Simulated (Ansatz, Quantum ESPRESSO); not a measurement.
# Ho (P6_3/mmc): phonons and their coupling to the electrons, part 3 of 4

Wanted: the coupling constant λ of Ho (P6_3/mmc) at ambient pressure.

Quantum ESPRESSO 7.5; DFT PBE, scalar-relativistic, plane waves, PseudoDojo norm-conserving, 4f in core pseudopotentials.

So far. Step 7 (Linear response on the mesh): The acoustic modes at Γ come out as far as 0.4 cm⁻¹ from zero, where they should vanish, a small numerical error. Step 9 (Interpolated phonon bands): All branches are real along the path. The relaxed cell has a = 3.565, c = 5.565 Å (conventional setting).

### 10. Sums over the zone

Sums over the zone need many more wavevectors than were solved, so the interpolation is sampled on a dense mesh.

matdyn.in

```
 &input
    asr='crystal',
    flfrc='x.fc',
    dos=.true.,
    fldos='x.dos',
    nk1=15,
    nk2=15,
    nk3=8,
    deltaE=0.3,
    la2F=.true.,
 /
```

Command:

```console
matdyn.x -in matdyn.in > matdyn.out
```

Numbers of over 12 decimals in the logs are rounded to 6 here.

The program printed:

```text
[banner, memory and clock lines left out]
Program MATDYN v.7.5

 mass for atomic type   1 not given; uses mass from file x.fc
 Norm of the difference between old and new effective charges:    0.000000

 Norm of the difference between old and new force-constants:   6.06671e-07

     Message from routine matdyn:
     Z* not found in file x.fc, TO-LO splitting at q=0 will be absent!
 Norm of the difference between old and new effective charges:    0.000000

 Norm of the difference between old and new force-constants:   1.34801e-05

 Norm of the difference between old and new effective charges:    0.000000

 Norm of the difference between old and new force-constants:   2.96592e-05

 Norm of the difference between old and new effective charges:    0.000000

 Norm of the difference between old and new force-constants:   5.34247e-05

 Norm of the difference between old and new effective charges:    0.000000

 Norm of the difference between old and new force-constants:   8.26694e-05

 Norm of the difference between old and new effective charges:    0.000000

 Norm of the difference between old and new force-constants:   0.000129975

 Norm of the difference between old and new effective charges:    0.000000

 Norm of the difference between old and new force-constants:   0.000208536

 Norm of the difference between old and new effective charges:    0.000000

 Norm of the difference between old and new force-constants:   0.000334892

 Norm of the difference between old and new effective charges:    0.000000

 Norm of the difference between old and new force-constants:   0.000525062

 Norm of the difference between old and new effective charges:    0.000000

 Norm of the difference between old and new force-constants:   0.000791032

 Norm of the difference between old and new effective charges:    0.000000

 Norm of the difference between old and new force-constants:   0.00113909

Note: The following floating-point exceptions are signalling: IEEE_UNDERFLOW_FLAG
```

Run time: 15 s. Hardware: 1 thread of Intel Xeon at 2.70GHz, shared host.

Read from the output:

```
share of modes beyond 3i cm⁻¹ on the dense interpolated mesh : 0
electron-phonon coupling constant                            : 0.6692
logarithmic mean frequency weighted by the coupling          : 101.3 K
zero-point energy per atom                                   : 14.7 meV
heat capacity at 300 K                                       : 24.62 J/(mol atoms K)
vibrational entropy at 300 K                                 : 50.39 J/(mol atoms K)
```

The phonon density of states has structure finer than the step of the table below, so its rows give means over 2.5 cm⁻¹, whole bins alone (the curve runs from 0 to 116 cm⁻¹). Peaks (cm⁻¹: height): 57.00: 0.105, 102.60: 0.129, 105.60: 0.150.

Tetrahedra. Table of phonon density of states by wavenumber; means over each step:

| wavenumber (cm⁻¹) | phonon density of states (1/cm⁻¹/cell) |
| --- | --- |
| 2.5 | 2.4e-5 |
| 5.0 | 9.9e-5 |
| 7.5 | 2.2e-4 |
| 10.0 | 4.0e-4 |
| 12.5 | 6.6e-4 |
| 15.0 | 0.00131 |
| 17.5 | 0.00196 |
| 20.0 | 0.00262 |
| 22.5 | 0.00355 |
| 25.0 | 0.00469 |
| 27.5 | 0.00598 |
| 30.0 | 0.00754 |
| 32.5 | 0.00920 |
| 35.0 | 0.0112 |
| 37.5 | 0.0139 |
| 40.0 | 0.0171 |
| 42.5 | 0.0213 |
| 45.0 | 0.0272 |
| 47.5 | 0.0362 |
| 50.0 | 0.0792 |
| 52.5 | 0.0966 |
| 55.0 | 0.0991 |
| 57.5 | 0.0969 |
| 60.0 | 0.0802 |
| 62.5 | 0.0829 |
| 65.0 | 0.0777 |
| 67.5 | 0.0678 |
| 70.0 | 0.0640 |
| 72.5 | 0.0680 |
| 75.0 | 0.0777 |
| 77.5 | 0.0768 |
| 80.0 | 0.0795 |
| 82.5 | 0.0889 |
| 85.0 | 0.0924 |
| 87.5 | 0.0827 |
| 90.0 | 0.0799 |
| 92.5 | 0.0807 |
| 95.0 | 0.0869 |
| 97.5 | 0.0837 |
| 100.0 | 0.0835 |
| 102.5 | 0.107 |
| 105.0 | 0.122 |
| 107.5 | 0.130 |
| 110.0 | 0.1000 |
| 112.5 | 0.0292 |
| 115.0 | 0.0217 |

Harmonic thermodynamic functions per atom, summed over the density of states scaled to three modes an atom; melting is ignored. Thermodynamic functions:

```
T (K)  F_vib (meV/atom)  S (J/mol-atom/K)  C_V (J/mol-atom/K)
    0              14.7                 0                   0
   50              12.9             10.49               16.43
  100              3.67             24.21               22.29
  200            -30.71             40.48               24.24
  300            -78.13             50.39               24.62
  400            -134.2              57.5               24.76
  500            -196.8             63.03               24.83
  600            -264.5             67.56               24.86
  700            -336.6              71.4               24.89
  800            -412.4             74.72                24.9
  900            -491.3             77.65               24.91
 1000            -573.2             80.28               24.91
```

λ by broadening:

```csv
broadening (Ry),lambda,N(E_F) (states/spin/Ry/cell),ω_log (K)
0.005,0.8938,24.24,103.2
0.01,0.7625,24.3,101.7
0.015,0.7106,23.95,101.3
0.02,0.6692,23.13,101.3
0.025,0.6316,22.14,101.4
0.03,0.5984,21.18,101.5
0.035,0.5699,20.32,101.6
0.04,0.5464,19.6,101.7
0.045,0.5277,19.02,101.8
0.05,0.5134,18.57,101.9
```

The alpha^2 F has structure finer than the step of the table below, so its rows give means over 0.5 meV, whole bins alone (the curve runs from 0.019 to 14.4 meV). Peaks (meV: height): 6.23: 0.538, 10.47: 0.418, 12.70: 0.558, 13.07: 0.628.

Gaussian broadening 0.02 Ry. Table of alpha^2 F by phonon energy; means over each step:

```
phonon energy (meV)  alpha^2 F
                1.0     4.9e-5
                1.5     1.6e-4
                2.0     6.6e-4
                2.5    0.00163
                3.0    0.00339
                3.5    0.00622
                4.0     0.0108
                4.5     0.0187
                5.0     0.0330
                5.5     0.0607
                6.0      0.222
                6.5      0.508
                7.0      0.464
                7.5      0.359
                8.0      0.341
                8.5      0.282
                9.0      0.304
                9.5      0.336
               10.0      0.350
               10.5      0.390
               11.0      0.333
               11.5      0.334
               12.0      0.346
               12.5      0.395
               13.0      0.474
               13.5      0.409
               14.0     0.0795
```

At 300 K the heat capacity has reached 99 % of the Dulong-Petit value.

### 11. A second program

A second program on the same cell, potentials, cutoff and meshes tests the implementation of the phonon response, not its convergence. Its couplings are summed in its own way. Its k mesh is centred on Γ.

This step: DFT PBE, scalar-relativistic, plane waves, norm-conserving pseudopotentials, 4f in core (Ansatz 0.2.0).

input.yaml

```yaml
crystal:
  lattice:
    - [3.5650828968, 0.0, 0.0]
    - [-1.7825414481, 3.0874523553, 0.0]
    - [0.0, 0.0, 5.565472664]
  atoms:
    - { symbol: Ho, position: [0.3333333333, 0.6666666667, 0.25] }
    - { symbol: Ho, position: [0.6666666667, 0.3333333333, 0.75] }
kpoints:
  mp_grid: { grid: [12, 12, 8] }
hamiltonian:
  xc: pbe
  pseudopotentials:
    kind: nc
    azcp: { Ho: "pseudopotentials/pbe/nc/lanthanide_3plus/Ho.nc.azcp" }
    accuracy: standard
scf:
  occupations: { method: cold, width: 0.27211 }
output:
  eigenvalues: true
basis:
  ecutwfc: 571.439
phonons:
  method: dfpt
  qmesh: [3, 3, 2]
  temperatures: { t_max: 1000, t_step: 50 }
  qpath:
    path:
      - [[0.0, 0.0, 0.0], [0.5, 0.0, 0.0], [0.33333333, 0.33333333, 0.0], [0.0, 0.0, 0.0], [0.0, 0.0, 0.5], [0.5, 0.0, 0.5], [0.33333333, 0.33333333, 0.5], [0.0, 0.0, 0.5]]
      - [[0.5, 0.0, 0.5], [0.5, 0.0, 0.0]]
      - [[0.33333333, 0.33333333, 0.5], [0.33333333, 0.33333333, 0.0]]
    npoints: 12
  electrical_resistivity: { temperatures: [77, 300], mesh: [24, 24, 16] }
```

Command:

```console
ansatz run input.yaml --threads 8 --pin off --max-ram 16384MiB --backend cpu --events-out ev --progress --plain --runs-dir out
```

The program printed:

```text
Warning: basis.ecutwfc = 571.439 eV is below the records' recommended 680.284656 eV, and the density's cutoff is lower with it unless basis.ecutrho_ratio is high enough to keep the records' density cutoff: compare with a run at a higher cutoff
Engine: ansatz 0.2.0, x86_64-unknown-linux-gnu
Pseudopotentials: kind: nc
Pseudopotential: Ho, nc, valence charge 11, recommended cutoff 680.284656 eV (normal), <dir>
Functional definition: PBE
  parameter kappa = 0.804
  parameter beta = 0.066725
  exchange = pbe_x(kappa = kappa, mu = beta*pi^2/3)
  correlation = pbe_c(beta = beta)
Crystal: 2 atoms, lattice volume = 61.259 Å³
Basis set: ecut = 571.439 eV, 1899 PW (Γ), exchange–correlation on 60×60×96 points (8 copies of the dense FFT grid, shifted against one another)
Bands: 15, of which v1, the nominal top of the filled ones, is band 11 counted from 1 (10 counted from 0)
Symmetry: 24 space group operations
k-points: 95 of 1152
Non-local potential: Ho, projectors of the file, l = 0: 2, l = 1: 2, l = 2: 2, l = 3: 1
Initial density: superposition of atomic densities (chi_scale 0.1, normalization cell)
Initial wavefunctions: pseudopotential atomic-orbital guess
Functional: x = pbe(κ = 0.804, μ = 0.219515), c = pbe(β = 0.066725)
SCF iter   1: F=—  HF=-2402.778259 eV  |F-HF|=—  |Δ(HF+E_count)|=         —  Δρ=1.28e-2  dr2=1.43e-1  ethr=3.10e-3  ⟨swp⟩=4.8  Hψ=6224  notcnv=0
preconditioner: auto → Kerker (q_TF=auto, 2.300 Å⁻¹)  [metal: Δε(μ)=0.022 eV  Ē_g=2.925 eV  σ=0.272 eV  W_gap=0.06  n_scr=10 (ndim 8)  ℏωp=11.6 eV  f_vac=0.000  D(μ)=3.52/eV (n_scr^D=34)]
SCF iter   2: F=—  HF=-2402.757279 eV  |F-HF|=—  |Δ(HF+E_count)|=   2.10e-2  S|Δr|=    0.00e0  Δρ=8.45e-3  dr2=6.28e-2  ethr=6.51e-4  ⟨swp⟩=2.1  Hψ=2653  notcnv=0
SCF iter   3: F=—  HF=-2402.746233 eV  |F-HF|=—  |Δ(HF+E_count)|=   1.10e-2  S|Δr|=    0.00e0  Δρ=1.06e-3  dr2=4.84e-4  ethr=2.86e-4  ⟨swp⟩=2.5  Hψ=2462  notcnv=0
SCF iter   4: F=—  HF=-2402.746063 eV  |F-HF|=—  |Δ(HF+E_count)|=   1.70e-4  S|Δr|=    0.00e0  Δρ=1.25e-4  dr2=1.00e-5  ethr=2.20e-6  ⟨swp⟩=2.6  Hψ=2576  notcnv=0
SCF iter   5: F=—  HF=-2402.746065 eV  |F-HF|=—  |Δ(HF+E_count)|=   2.55e-6  S|Δr|=    0.00e0  Δρ=3.38e-5  dr2=5.25e-7  ethr=4.56e-8  ⟨swp⟩=2.5  Hψ=2423  notcnv=0
SCF iter   6: F=—  HF=-2402.746066 eV  |F-HF|=—  |Δ(HF+E_count)|=   5.59e-7  S|Δr|=    0.00e0  Δρ=6.86e-6  dr2=2.64e-8  ethr=2.39e-9  ⟨swp⟩=2.6  Hψ=2558  notcnv=0
SCF iter   7: F=—  HF=-2402.746066 eV  |F-HF|=—  |Δ(HF+E_count)|=   9.73e-9  S|Δr|=    0.00e0  Δρ=8.72e-7  dr2=3.86e-10  ethr=1.20e-10  ⟨swp⟩=2.3  Hψ=2554  notcnv=0
SCF iter   8: F=—  HF=-2402.746066 eV  |F-HF|=—  |Δ(HF+E_count)|=  1.50e-11  S|Δr|=    0.00e0  Δρ=1.46e-7  dr2=1.05e-11  ethr=1.76e-12  ⟨swp⟩=2.3  Hψ=2475  notcnv=0
SCF iter   9: F=-2402.746066 eV  HF=-2402.746066 eV  |F-HF|=0.00e0  |Δ(HF+E_count)|=    0.00e0  S|Δr|=    0.00e0  Δρ=2.98e-8  dr2=3.86e-13  ethr=1.00e-12  ⟨swp⟩=7.7  Hψ=8463  notcnv=0
SCF 1 converged in 9 iterations: F = -2402.746066 eV  dr2 = 3.86e-13
NSCF: frozen V_eff on 95 k-points
NSCF: frozen V_eff on 215 k-points
DFPT response loops at q = (0, 0, 0) (fractional): preconditioner auto → Kerker (q_TF=auto, 2.300 Å⁻¹) (partly filled bands, converged f_vac=0.000); β = 1.00, the filter's whole step (`scf.mixing.beta` (0.50) is not read by the response loops under this deck's `scf.mixing.preconditioner`; to damp them name `kerker` or `kerker_dos`, under which they read `scf.mixing.beta`, and type it under 1.00, their step now; both keys bind the ground state too); Broyden in place of MSR1
NSCF: frozen V_eff on 430 k-points
DFPT response loops at q = (0, 0, -0.5) (fractional): mixed as the last ones told, above
NSCF: frozen V_eff on 780 k-points
DFPT response loops at q = (0, 0.333333, 0) (fractional): mixed as the last ones told, above
NSCF: frozen V_eff on 780 k-points
DFPT response loops at q = (0, 0.333333, -0.5) (fractional): mixed as the last ones told, above
NSCF: frozen V_eff on 780 k-points
DFPT response loops at q = (0.333333, 0.333333, 0) (fractional): mixed as the last ones told, above
NSCF: frozen V_eff on 780 k-points
DFPT response loops at q = (0.333333, 0.333333, -0.5) (fractional): mixed as the last ones told, above
SCF iter   1: F=—  HF=-2402.778259 eV  |F-HF|=—  |Δ(HF+E_count)|=         —  Δρ=1.28e-2  dr2=1.43e-1  ethr=3.10e-3  ⟨swp⟩=4.8  Hψ=6224  notcnv=0
SCF iter   2: F=—  HF=-2402.757279 eV  |F-HF|=—  |Δ(HF+E_count)|=   2.10e-2  S|Δr|=    0.00e0  Δρ=8.45e-3  dr2=6.28e-2  ethr=6.51e-4  ⟨swp⟩=2.1  Hψ=2653  notcnv=0
SCF iter   3: F=—  HF=-2402.746233 eV  |F-HF|=—  |Δ(HF+E_count)|=   1.10e-2  S|Δr|=    0.00e0  Δρ=1.06e-3  dr2=4.84e-4  ethr=2.86e-4  ⟨swp⟩=2.5  Hψ=2462  notcnv=0
SCF iter   4: F=—  HF=-2402.746063 eV  |F-HF|=—  |Δ(HF+E_count)|=   1.70e-4  S|Δr|=    0.00e0  Δρ=1.25e-4  dr2=1.00e-5  ethr=2.20e-6  ⟨swp⟩=2.6  Hψ=2576  notcnv=0
SCF iter   5: F=—  HF=-2402.746065 eV  |F-HF|=—  |Δ(HF+E_count)|=   2.55e-6  S|Δr|=    0.00e0  Δρ=3.38e-5  dr2=5.25e-7  ethr=4.56e-8  ⟨swp⟩=2.5  Hψ=2423  notcnv=0
SCF iter   6: F=—  HF=-2402.746066 eV  |F-HF|=—  |Δ(HF+E_count)|=   5.59e-7  S|Δr|=    0.00e0  Δρ=6.86e-6  dr2=2.64e-8  ethr=2.39e-9  ⟨swp⟩=2.6  Hψ=2558  notcnv=0
SCF iter   7: F=—  HF=-2402.746066 eV  |F-HF|=—  |Δ(HF+E_count)|=   9.73e-9  S|Δr|=    0.00e0  Δρ=8.72e-7  dr2=3.86e-10  ethr=1.20e-10  ⟨swp⟩=2.3  Hψ=2554  notcnv=0
SCF iter   8: F=—  HF=-2402.746066 eV  |F-HF|=—  |Δ(HF+E_count)|=  1.50e-11  S|Δr|=    0.00e0  Δρ=1.46e-7  dr2=1.05e-11  ethr=1.76e-12  ⟨swp⟩=2.3  Hψ=2475  notcnv=0
SCF iter   9: F=-2402.746066 eV  HF=-2402.746066 eV  |F-HF|=0.00e0  |Δ(HF+E_count)|=  4.55e-13  S|Δr|=    0.00e0  Δρ=2.94e-8  dr2=3.84e-13  ethr=1.00e-12  ⟨swp⟩=3.0  Hψ=3673  notcnv=0
SCF 2 converged in 9 iterations: F = -2402.746066 eV  dr2 = 3.84e-13
NSCF: frozen V_eff on 95 k-points
NSCF: frozen V_eff on 95 k-points
[...]
SCF converged after 9 iterations
Stability not checked: this state was not tested for a lower state beside it, because cold or Methfessel-Paxton smearing, or corrected tetrahedra, fill the levels in a way that the test cannot read (fill_not_monotonic; see scf.lower_state_search)
Free energy (F): -2402.746066 eV
Harris-Foulkes:  -2402.746066 eV  (|F-HF|=0.00e0)
Internal energy: -2402.729465 eV  (E = F + TS)
E sigma→0 (E₀):  -2402.740532 eV
Entropy (-TS):   -0.016601 eV (-8.301 meV/atom)
Fermi energy:    10.401681 eV
--- Per-component energies (eV) ---
  E_band       = -263.047094
  E_kinetic    = 590.529499
  E_local      = -1147.538434  (includes V_loc(G=0)·N_el)
  E_nonlocal   = 28.636007
  E_hartree    = 336.303439
  E_xc         = -602.782060
  E_vxc        = -407.281059  (∫ρ·V_xc dr)
  E_ewald      = -1607.877916
  E_smearing   = -0.016601  (= −TS)
  E_closure    = 0.000000  (closes the sum)
  Σ components = -2402.746066   (vs F -2402.746066, Δ=0.00e0)
--- Band table (eV; the first three rows and the last of 95) ---
  k-point 0: bands = [... 7 lower, -13.1875, 5.0771, 8.1724, 11.6001, 12.2947, 12.2947, 12.7070, 13.0256]
  k-point 1: bands = [... 7 lower, -13.2171, 5.1954, 8.1018, 11.4645, 12.2220, 12.2220, 12.5886, 12.9167]
  k-point 2: bands = [... 7 lower, -13.2474, 5.5381, 7.8436, 11.2435, 12.1188, 12.1188, 12.2696, 12.6654]
  k-point 94: bands = [... 7 lower, -13.3101, 9.8148, 9.8148, 9.9841, 9.9841, 10.9395, 10.9395, 13.4870]
--- Phonons (Γ-DFPT): 2 representative perturbations + reference (Σ response iterations 8) ---
  ASR residual: 4.142e-5 → 0.000e0 eV/Å²; symmetrization residual: 9.080e-10 eV/Å²
  ASR residual per site (eV/Å²): 4.14e-5 4.14e-5
  Γ frequencies (cm⁻¹): 0.00 0.00 0.00 67.74 67.74 115.23
--- Phonons (arbitrary-q DFPT): 6 irreducible q on the 3×3×2 mesh ---
  q = [0.0000, 0.0000, 0.0000] (star 1, of the zone-centre solve; hermiticity 2.26e-10, symmetrization 1.13e-10): -0.00 -0.00 0.00 67.74 67.74 115.23
  q = [0.0000, 0.0000, -0.5000] (star 1, 2 solved perturbations in 310 linear systems a pass and spin channel, the states on 215 of 1152 k-point pairs; hermiticity 2.46e-8, symmetrization 1.23e-8): 47.08 47.08 47.08 47.08 83.30 83.30
  q = [0.0000, 0.3333, 0.0000] (star 6, 3 solved perturbations on 390 of 1152 k-point pairs; hermiticity 4.54e-8, symmetrization 1.88e-9): 50.56 54.68 86.75 90.34 95.69 111.28
  q = [0.0000, 0.3333, -0.5000] (star 6, 3 solved perturbations on 390 of 1152 k-point pairs; hermiticity 4.51e-8, symmetrization 1.58e-9): 64.06 64.06 68.79 68.79 101.42 101.42
  q = [0.3333, 0.3333, 0.0000] (star 2, 2 solved perturbations in 545 linear systems a pass and spin channel, the states on 390 of 1152 k-point pairs; hermiticity 2.26e-8, symmetrization 1.13e-8): 81.77 81.77 83.67 83.67 96.57 105.98
  q = [0.3333, 0.3333, -0.5000] (star 2, 2 solved perturbations in 545 linear systems a pass and spin channel, the states on 390 of 1152 k-point pairs; hermiticity 2.39e-8, symmetrization 1.20e-8): 47.77 47.77 97.25 97.25 101.35 101.35
  sum rule: each row above includes the acoustic sum rule's correction from the zone centre's row sums; it moved no ω² by more than (0.26 cm⁻¹)²
  mesh force constants: q→R imaginary residual 1.91e-16; ASR residual 4.142e-5 → 0.000e0 eV/Å²; symmetrization residual 2.665e-15 eV/Å²
  interpolated dispersion: 111 rows × 6 modes
  density of states and harmonic sums: on the 21×21×12 q-mesh, interpolated from the force constants of a 3×3×2 supercell (no non-analytic term)
  largest difference from the sums on the solved wave vectors: F 4.73e-2 eV, S 6.16e-5 and C_V 1.43e-5 eV/K
  zero-point energy: 0.029180 eV/cell   skipped modes (ω ≤ 0): 3   left out of the sums: 9.45e-5 of the cell's modes: C_V's classical limit lies that fraction below 3 k_B per atom; for a crystal, a wire or a layer, F and S can be off by more, and a phonons.interpolated_qmesh denser along its periods is the remedy for the sampling
--- Electrical resistivity: potentials and phonons of a 3×3×2 supercell ---
  scattering by harmonic phonons alone, with no dipole-dipole term; scattering by other electrons, impurities, surfaces and spin disorder is left out, and so is spin–orbit coupling
  the resistivity is that of a variational response, whose dependence on the energy is improved iteratively
  at the Fermi level of each mesh (of a tensor a third of its trace):
           mesh   spin    states/(eV spin)  plasma energy (eV)         λ      λ_tr    ħω_log (meV)
       24×24×16                     1.7524              4.3508    0.7054    0.7782           8.439
        12×12×8                     1.7324              4.2110    0.6928    0.7667           8.424
          6×6×4                     1.7077              4.0160    0.6685    0.7713           8.624
  resistivity on the deck's mesh, µΩ·cm:
     T (K)       trace/3  mesh converged            xx            yy            zz    lowest order   relaxation time
     77.00      1.1762e1              no      1.4213e1      1.4213e1      6.8582e0        1.2286e1          1.1149e1
    300.00      5.4148e1              no      6.5250e1      6.5250e1      3.1946e1        5.5882e1          5.1339e1
  mean free path at 77 K (of a tensor a third of its trace): 10.4 nm by what each carries, 9.24 by the Fermi surface alone
  Hall coefficient in a weak field at 77 K (a third of the trace): -1.237e-10 m³/C (as a tensor it moves by 1.1 % between the two finest meshes); by each state's relaxation time: -1.130e-10 m³/C; by a constant relaxation time: -9.230e-11 m³/C
  mean free path at 300 K (of a tensor a third of its trace): 2.24 nm by what each carries, 2.00 by the Fermi surface alone
  Hall coefficient in a weak field at 300 K (a third of the trace): -1.131e-10 m³/C (as a tensor it moves by 2.8 % between the two finest meshes); by each state's relaxation time: -1.043e-10 m³/C; by a constant relaxation time: -9.141e-11 m³/C
  the resistivity times a path that all electrons share, by the Fermi surface of the deck's mesh alone (a third of the trace): 1.091e-15 Ω·m²
  not converged in the mesh (λ; λ_tr; the resistivity at 77 K by 17.88 %; the resistivity at 300 K by 14.65 %): between neighbouring meshes, the two finest first, λ moves by 1.78 % and 3.51 %, λ_tr by 1.56 % and 6.47 % and the resistivity by up to 17.88 % and 42.83 %; an estimate, no bound, puts it up to 1.2e-7 % above the Boltzmann equation's exact value after up to 4 iterations (at most 30 are made, fewer where the estimate is under 1.0e-6 % of each spin channel's own resistivity)
  vibrations of 18 cells: unjudged by the run; compare a larger repeat
  the changes of the potential over all sites missed a rigid shift's by 0.00 % (the site terms' by 0.00 %)
  at the force constants' own smearing the fine mesh and the k-points of their solves give squared frequencies that differ by 1.3 % of the larger at the most, at (0, 0, 0)
```

The job ended after 4.7 min (8 threads; peak memory 2.4 GiB; 33 min of CPU time).

Numbers from this step:

- sum-rule residual before enforcement: 4.14e-5 eV/Å²
- mean frequency: 78.5 cm⁻¹
- Debye temperature (second moment): 151 K
- logarithmic mean frequency: 75 cm⁻¹
- electron-phonon coupling constant: 0.7054
- logarithmic mean frequency weighted by the coupling: 97.9 K
- highest optical zone-centre mode (no LO-TO term): 115.2 cm⁻¹
- lowest optical zone-centre mode: 67.74 cm⁻¹
- lowest mode on the q mesh (acoustic ones at the zone centre apart): 47.08 cm⁻¹
- zero-point energy per atom: 14.59 meV
- heat capacity at 300 K: 24.63 J/(mol atoms K)
- vibrational entropy at 300 K: 50.59 J/(mol atoms K)

(Continued in part 4 of 4.)

[Host names and launcher messages were left out of these logs when they were recorded.]

[Logs are printed without paths, hosts, clocks, repeated set-up lines and the standing remarks that a program may print on its own settings, such as how far it seeks lower states.]

[Hosts, paths, dates, database ids (printed as entryN), source tags and the programs' standing remarks are cut or masked in the printed files.]
